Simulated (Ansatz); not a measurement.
# What LaScSe3 (model cell, started as cubic perovskite with Sc in the octahedra) distorts into, part 2 of 2

Wanted: the energy along a soft mode of LaScSe3 (model cell, started as cubic perovskite with Sc in the octahedra) and the structure at the end.

Ansatz 0.2.0; DFT PBE, scalar-relativistic, plane waves, PAW; PAW set soft_1.

So far, highest frequency on the path or at a solved wavevector (cm⁻¹): step 2 (the dispersion) 333. Also lowest frequency on the path (cm⁻¹): step 2 -113.

The structure was built from a prototype and need not be the compound's stable phase.

### Step 6. Relaxing from the distorted cell

Starting from the lowest point found, all atoms and the cell are let go, so that strain and other modes of the same symmetry can join in.

The input, input.yaml:

```yaml
crystal:
  lattice:
    - [5.1171789167, 5.1171789167, 0.0]
    - [5.1171789167, 0.0, 5.1171789167]
    - [5.1171789167, 0.0, -5.1171789167]
  atoms:
    - { symbol: La, position: [0.0, 0.5, 0.5] }
    - { symbol: La, position: [0.0, 0.0, 0.0] }
    - { symbol: Sc, position: [0.5, 0.25, 0.75] }
    - { symbol: Sc, position: [0.5, 0.75, 0.25] }
    - { symbol: Se, position: [0.5829097586, 0.5, 0.5] }
    - { symbol: Se, position: [0.4170902414, 0.0, 0.0] }
    - { symbol: Se, position: [0.0, -0.0829097586, 0.5] }
    - { symbol: Se, position: [0.0, 0.5829097586, 0.0] }
    - { symbol: Se, position: [0.5829097586, 0.4170902414, 0.0] }
    - { symbol: Se, position: [0.4170902414, 0.0829097586, 0.5] }
kpoints:
  mp_grid: { grid: [6, 6, 6] }
hamiltonian:
  xc: pbe
  pseudopotentials: { kind: paw, azcp: { folder: soft_1 } }
scf:
  occupations: { method: fixed }
output:
  forces: true
  stress: true
  eigenvalues: true
relax:
  adjacent_minimum: "off"
  f_tol: 0.002
  max_steps: 120
  cell: { stress_tol: 0.03 }
```

Command:

```sh
ansatz run input.yaml --threads 4 --pin off --max-ram 16384MiB --backend cpu --events-out ev --progress --plain --runs-dir out
```

Numbers of over 12 decimals in the logs are rounded to 6 here.

What it wrote:

```text
[...]
Crystal: 10 atoms, lattice volume = 267.992 Å³
Basis set: ecut = 420 eV, 5209 PW (Γ), exchange–correlation on 100×100×100 points (8 copies of the dense FFT grid, shifted against one another)
Bands: 84, of which v1, the nominal top of the filled ones, is band 70 counted from 1 (69 counted from 0)
Symmetry: 12 space group operations
[...]
k-points: 32 of 216
[...]
SCF iter   1: F=—  HF=-49607.897697 eV  |F-HF|=—  |Δ(HF+E_count)|=         —  Δρ=7.97e-2  dr2=3.16e1  ethr=3.10e-3  ⟨swp⟩=3.2  Hψ=8356  notcnv=0  defer=66
[...]
SCF iter  11: F=-49604.226178 eV  HF=-49604.226178 eV  |F-HF|=1.16e-8  |Δ(HF+E_count)|=   4.76e-8  Δρ=2.78e-6  dr2=2.62e-8  ethr=7.14e-11  ⟨swp⟩=10.2  Hψ=14283  notcnv=0
SCF 1 converged in 11 iterations: F = -49604.226178 eV  dr2 = 2.62e-8
[...]
relax step   1: F+E_penalty+E_count = -49604.22617795 eV  Δ(F+E_penalty+E_count) = +0.000e0 eV  max|allowed force component| = 3.303e-1 eV/Å  Δτ_max = 0.0000 Å  P = -0.181 GPa  Ω = 267.992 Å³  (11 SCF iters, dr2 threshold 1.00e-7 eV, accepted)
Crystal: 10 atoms, lattice volume = 265.690 Å³
Basis set: ecut = 420 eV, 5203 PW (Γ), exchange–correlation on 100×100×100 points (8 copies of the dense FFT grid, shifted against one another)
[...]
iter 1 solved again at ethr=4.38e-4 eV; its pass at ethr=3.10e-3 eV (dr2=6.14e-1 eV) is discarded
[...]
SCF iter   8: F=-49604.471488 eV  HF=-49604.471487 eV  |F-HF|=6.18e-8  |Δ(HF+E_count)|=   2.05e-6  Δρ=7.68e-6  dr2=1.85e-7  ethr=7.14e-10  ⟨swp⟩=19.5  Hψ=22404  notcnv=0
SCF 2 converged in 8 iterations: F = -49604.471488 eV  dr2 = 1.85e-7
[...]
relax step   2: F+E_penalty+E_count = -49604.47148754 eV  Δ(F+E_penalty+E_count) = -2.453e-1 eV  max|allowed force component| = 2.212e-1 eV/Å  Δτ_max = 0.1861 Å  P = +0.464 GPa  Ω = 265.690 Å³  energy of the carried Pulay correction = +8.753e-5 eV  (8 SCF iters, dr2 threshold 1.00e-6 eV, accepted)
Crystal: 10 atoms, lattice volume = 266.405 Å³
Basis set: ecut = 420 eV, 5221 PW (Γ), exchange–correlation on 100×100×100 points (8 copies of the dense FFT grid, shifted against one another)
[...]
SCF iter   7: F=-49604.517095 eV  HF=-49604.517096 eV  |F-HF|=1.35e-7  |Δ(HF+E_count)|=   8.17e-7  Δρ=7.25e-6  dr2=1.46e-7  ethr=7.14e-10  ⟨swp⟩=19.3  Hψ=22287  notcnv=0
SCF 3 converged in 7 iterations: F = -49604.517095 eV  dr2 = 1.46e-7
relax step   3: F+E_penalty+E_count = -49604.51709543 eV  Δ(F+E_penalty+E_count) = -4.561e-2 eV  max|allowed force component| = 3.743e-2 eV/Å  Δτ_max = 0.0598 Å  P = -0.168 GPa  Ω = 266.405 Å³  energy of the carried Pulay correction = +6.026e-5 eV  (7 SCF iters, dr2 threshold 1.00e-6 eV, accepted)
[...]
relax step   4: F+E_penalty+E_count = -49604.51903964 eV  Δ(F+E_penalty+E_count) = -1.944e-3 eV  max|allowed force component| = 3.941e-3 eV/Å  Δτ_max = 0.0092 Å  P = +0.001 GPa  Ω = 265.779 Å³  energy of the carried Pulay correction = +8.415e-5 eV  (6 SCF iters, dr2 threshold 8.75e-8 eV, accepted)
[...]
relax step   5: F+E_penalty+E_count = -49604.51905703 eV  Δ(F+E_penalty+E_count) = -1.740e-5 eV  max|allowed force component| = 5.762e-4 eV/Å  Δτ_max = 0.0014 Å  P = -0.002 GPa  Ω = 265.800 Å³  energy of the carried Pulay correction = +8.335e-5 eV  (6 SCF iters, dr2 threshold 9.71e-10 eV, accepted)
Basis set: ecut = 420 eV, 5203 PW (Γ), exchange–correlation on 100×100×96 points (8 copies of the dense FFT grid, shifted against one another)
[...]
SCF iter   8: F=-49604.518963 eV  HF=-49604.518963 eV  |F-HF|=0.00e0  |Δ(HF+E_count)|=  1.46e-10  Δρ=3.41e-8  dr2=3.35e-12  ethr=1.00e-12  ⟨swp⟩=12.7  Hψ=14285  notcnv=0
SCF 6 converged in 8 iterations: F = -49604.518963 eV  dr2 = 3.35e-12
relax step   6: F+E_penalty+E_count = -49604.51896282 eV  Δ(F+E_penalty+E_count) = +9.422e-5 eV  max|allowed force component| = 5.809e-4 eV/Å  Δτ_max = 0.0000 Å  P = -0.001 GPa  Ω = 265.800 Å³  stress off target by 3.27e-3 GPa  SCF on the basis re-selected at this cell (its energy is not comparable with the rows above)  (8 SCF iters)
basis re-selected at this cell: Δ(F+E_penalty+E_count) = +9.422e-5 eV, ΔP = +0.000 GPa vs the last step (what re-selecting the basis moved, of the pressure what is left beyond the Pulay correction that the steps carried, after the strain that the cell walked since its last selection, with what the two solves' SCF thresholds leave and, on support functions, any second-order correction that the steps lacked; it is no measure of the basis error at this ecutwfc). The dense FFT grid was sized anew with the basis: this SCF ran on 50×50×48 points, the steps before it on 50×50×50, so part of this shift can come from that change (see relax.cell in the input reference). [rest of the remark cut]
SCF converged after 8 iterations
Free energy (F): -49604.518963 eV
[...]
Internal energy: -49604.518963 eV  (E = F + TS)
E sigma→0 (E₀):  -49604.518963 eV
Fermi energy:    9.072719 eV
[...]
--- Forces (eV/Å), atoms counted from 1 ---
  atom   1  La     0.00000000    -0.00000000    -0.00000000
  atom   2  La    -0.00000000    -0.00000000    -0.00000000
  atom   3  Sc     0.00000000     0.00000000     0.00000000
  atom   4  Sc     0.00000000     0.00000000     0.00000000
  atom   5  Se    -0.00058093    -0.00058093    -0.00000000
  atom   6  Se     0.00058093     0.00058093     0.00000000
  atom   7  Se     0.00058093     0.00000000     0.00058093
  atom   8  Se    -0.00058093    -0.00000000    -0.00058093
  atom   9  Se     0.00000000    -0.00058093     0.00058093
  atom  10  Se    -0.00000000     0.00058093    -0.00058093
  max |Σ_I F_I| component: 1.17e-17 eV/Å
--- Stress (GPa, compression-positive) ---
       -0.001412      -0.001860      -0.001860
       -0.001860      -0.001412       0.001860
       -0.001860       0.001860      -0.001412
  P = ⅓ Tr σ = -0.0014 GPa (-0.014 kbar)
--- Band table (eV; the first three rows and the last of 32) ---
  k-point 0: bands = [... 66 lower, 7.8216, 8.0805, 8.0805, 9.0727, 9.8799, 10.1421, 10.1421, 10.5281, ... 10 higher]
  k-point 1: bands = [... 66 lower, 7.6699, 7.9742, 7.9742, 8.4796, 10.0831, 10.3299, 10.3299, 10.5067, ... 10 higher]
  k-point 2: bands = [... 66 lower, 7.2264, 7.4305, 7.7511, 7.7511, 10.3796, 10.4964, 10.4990, 10.4990, ... 10 higher]
  k-point 31: bands = [... 66 lower, 7.7583, 7.7583, 8.0236, 8.0236, 10.3793, 10.3793, 10.5222, 10.5222, ... 10 higher]
--- Relaxed structure (5 steps of the walk, 5 accepted, 1 SCFs on fresh bases) ---
  F+E_penalty+E_count = -49604.51896282 eV   max|allowed force component| = 5.809e-4 eV/Å   (the final SCF, on the basis selected at the relaxed cell)
  cell:  # Å, volume = 265.7999 Å³
    - [5.230323, 5.230323, -4.163336342344337e-17]
    - [5.230323, 1.3877787807814457e-17, 5.230323]
    - [4.982184, 0.248139, -4.982184]
  atoms:
    - { symbol: La, position: [-5.854691731421724e-18, 0.500000, 0.500000] }
    - { symbol: La, position: [5.084999481791155e-19, 0, -1.4407498531741694e-19] }
    - { symbol: Sc, position: [0.500000, 0.250000, 0.75] }
    - { symbol: Sc, position: [0.5, 0.750000, 0.250000] }
    - { symbol: Se, position: [0.601818, 0.500000, 0.500000] }
    - { symbol: Se, position: [0.398182, -6.02903788266977e-19, 6.661073131018291e-19] }
    - { symbol: Se, position: [-6.938893903907228e-18, -0.101818, 0.5] }
    - { symbol: Se, position: [3.469446951953614e-18, 0.601818, 0.0] }
    - { symbol: Se, position: [0.601818, 0.398182, -5.551115123125783e-17] }
    - { symbol: Se, position: [0.398182, 0.101818, 0.5] }
```

The job ended after 1.8 min (4 threads of Arm Neoverse V1, shared host; peak memory 1.2 GiB).

Relaxation path:

| step | energy less that of the first step (eV) | largest force component (eV/Å) | pressure (GPa) | volume (Å³) |
| --- | --- | --- | --- | --- |
| 1 | 0.0000 | 0.3303 | -0.18 | 267.99 |
| 2 | -0.2453 | 0.2212 | 0.46 | 265.69 |
| 3 | -0.2909 | 0.0374 | -0.17 | 266.41 |
| 4 | -0.2929 | 0.0039 | 0.00 | 265.78 |
| 5 | -0.2929 | 0.0006 | 0.00 | 265.80 |
| 6* | -0.2928 | 0.0006 | 0.00 | 265.80 |

Relaxation steps marked * repeat the geometry before them on a plane-wave basis chosen anew for their cell, so energy and pressure can jump there.

Forces are held to the 12 operations that the run works with; a distortion that breaks them can't arise in this run.

| conventional cell, symmetrised | before | after | change |
| --- | --- | --- | --- |
| a (Å) | 7.237 | 7.397 | +2.2 % |
| b (Å) | 7.237 | 7.397 | +2.2 % |
| c (Å) | 17.726 | 16.829 | -5.1 % |
| volume (Å³/atom) | 26.80 | 26.58 | -0.8 % |

The atoms that moved most (Å, as changes of fractional coordinates times the final cell):

| atom | dx | dy | dz | length |
| --- | --- | --- | --- | --- |
| Se9 | 0.000 | 0.099 | -0.099 | 0.140 |
| Se10 | 0.000 | -0.099 | 0.099 | 0.140 |
| Se8 | 0.099 | 0.000 | 0.099 | 0.140 |
| Se7 | -0.099 | 0.000 | -0.099 | 0.140 |
| Se6 | -0.099 | -0.099 | 0.000 | 0.140 |
| Se5 | 0.099 | 0.099 | 0.000 | 0.140 |

Numbers from this step:

| Property | Result |
| --- | --- |
| pressure | -0.001412 GPa |
| gap on the k-mesh | 0.8071 eV |
| volume per atom | 26.58 Å³ |

The distorted start has space group R-3c; the relaxation ends in R-3c.

### Step 7. The new phase in its own primitive cell

The relaxed structure is symmetrised, reduced to its primitive cell and relaxed tightly, as its phonons need.

The input, input.yaml:

```yaml
crystal:
  lattice:
    - [3.6983969764, 2.1352704899, 5.6096670256]
    - [-3.6983969764, 2.1352704899, 5.6096670256]
    - [0.0, -4.2705409797, 5.6096670256]
  atoms:
    - { symbol: La, position: [0.25, 0.25, 0.25] }
    - { symbol: La, position: [0.75, 0.75, 0.75] }
    - { symbol: Sc, position: [0.5, 0.5, 0.5] }
    - { symbol: Sc, position: [0.0, 0.0, 0.0] }
    - { symbol: Se, position: [0.8518178104, 0.25, 0.6481821896] }
    - { symbol: Se, position: [0.1481821896, 0.75, 0.3518178104] }
    - { symbol: Se, position: [0.6481821896, 0.8518178104, 0.25] }
    - { symbol: Se, position: [0.3518178104, 0.1481821896, 0.75] }
    - { symbol: Se, position: [0.75, 0.3518178104, 0.1481821896] }
    - { symbol: Se, position: [0.25, 0.6481821896, 0.8518178104] }
kpoints:
  mp_grid: { grid: [6, 6, 6] }
hamiltonian:
  xc: pbe
  pseudopotentials: { kind: paw, azcp: { folder: soft_1 } }
scf:
  occupations: { method: fixed }
output:
  forces: true
  stress: true
  eigenvalues: true
relax:
  adjacent_minimum: "off"
  f_tol: 0.001
  max_steps: 60
  cell: { stress_tol: 0.01 }
```

What it wrote:

```text
[...]
Crystal: 10 atoms, lattice volume = 265.800 Å³
Basis set: ecut = 420 eV, 5203 PW (Γ), exchange–correlation on 96×96×96 points (8 copies of the dense FFT grid, shifted against one another)
Bands: 84, of which v1, the nominal top of the filled ones, is band 70 counted from 1 (69 counted from 0)
Symmetry: 12 space group operations
[...]
k-points: 32 of 216
[...]
- { symbol: Sc, position: [0.500000, 0.500000, 0.5] }
    - { symbol: Sc, position: [0.0, 0.0, 0.0] }
    - { symbol: Se, position: [0.851818, 0.250000, 0.6481821896] }
    - { symbol: Se, position: [0.1481821896, 0.75, 0.351818] }
    - { symbol: Se, position: [0.6481821896, 0.8518178104, 0.250000] }
    - { symbol: Se, position: [0.351818, 0.1481821896, 0.75] }
    - { symbol: Se, position: [0.75, 0.351818, 0.1481821896] }
    - { symbol: Se, position: [0.250000, 0.648182, 0.851818] }
[key lines of the parts left out:]
SCF converged after 6 iterations
Free energy (F): -49604.518963 eV
Fermi energy:    9.072719 eV
P = ⅓ Tr σ = -0.0014 GPa (-0.014 kbar)
```

It took 34 s on 4 threads; peak memory 1.2 GiB; 2.2 min of CPU time.

Little changed from the start: no atom moved by 0.005 Å and no cell edge by 0.1 %.

Numbers from this step:

- direct gap on mesh: 0.8071 eV

The largest force component left is 0.82 meV/Å and the pressure is -0.001 GPa, within the tolerances set. The cell now holds 26.58 Å³/atom.

### Step 8. What came out

* unstable mode of the parent: q = (-0.5, -0.5, -0.5), 114i cm⁻¹
* depth at the lowest point sampled: 220 meV/atom
* largest atomic shift at that point: 0.6 Å
* space group reached (within 0.01 Å): R-3c
* energy gained over the parent (first relaxation, on the mesh of the frozen mode): 250 meV/atom
* volume per atom, phase reached: 26.6 Å³
* gap on the k-mesh, phase reached: 0.807 eV

What this shows: Along this mode the structure falls into R-3c, 250 meV/atom below the parent. At the parent's cell the well is 220.2 meV/atom deep on the steps tried, with its lowest point at a shift of 0.6 Å. That is the last step tried, so the steps alone don't bracket the bottom of the well. Relaxing atoms and cell changes the gain by +29.28 meV/atom against the lowest step (energies at zero smearing). The modes of the phase reached were not computed on this path. Of the 4 patterns followed to their end from this parent, this one ends 19.9 meV/atom above the lowest, Imma. Each path keeps the symmetry of its pattern, so a lower phase may lie along a pattern not tried. Spin-orbit coupling is left out, which can matter for the heavy elements here. The starting cell was built on a prototype and not taken from a measurement, so the phase need not exist.

[Logs are printed without paths, hosts, clocks, repeated set-up lines and the standing remarks that a program may print on its own settings, such as how far it seeks lower states.]

[Hosts, paths, dates, database ids (printed as entryN), source tags and the programs' standing remarks are cut or masked in the printed files.]
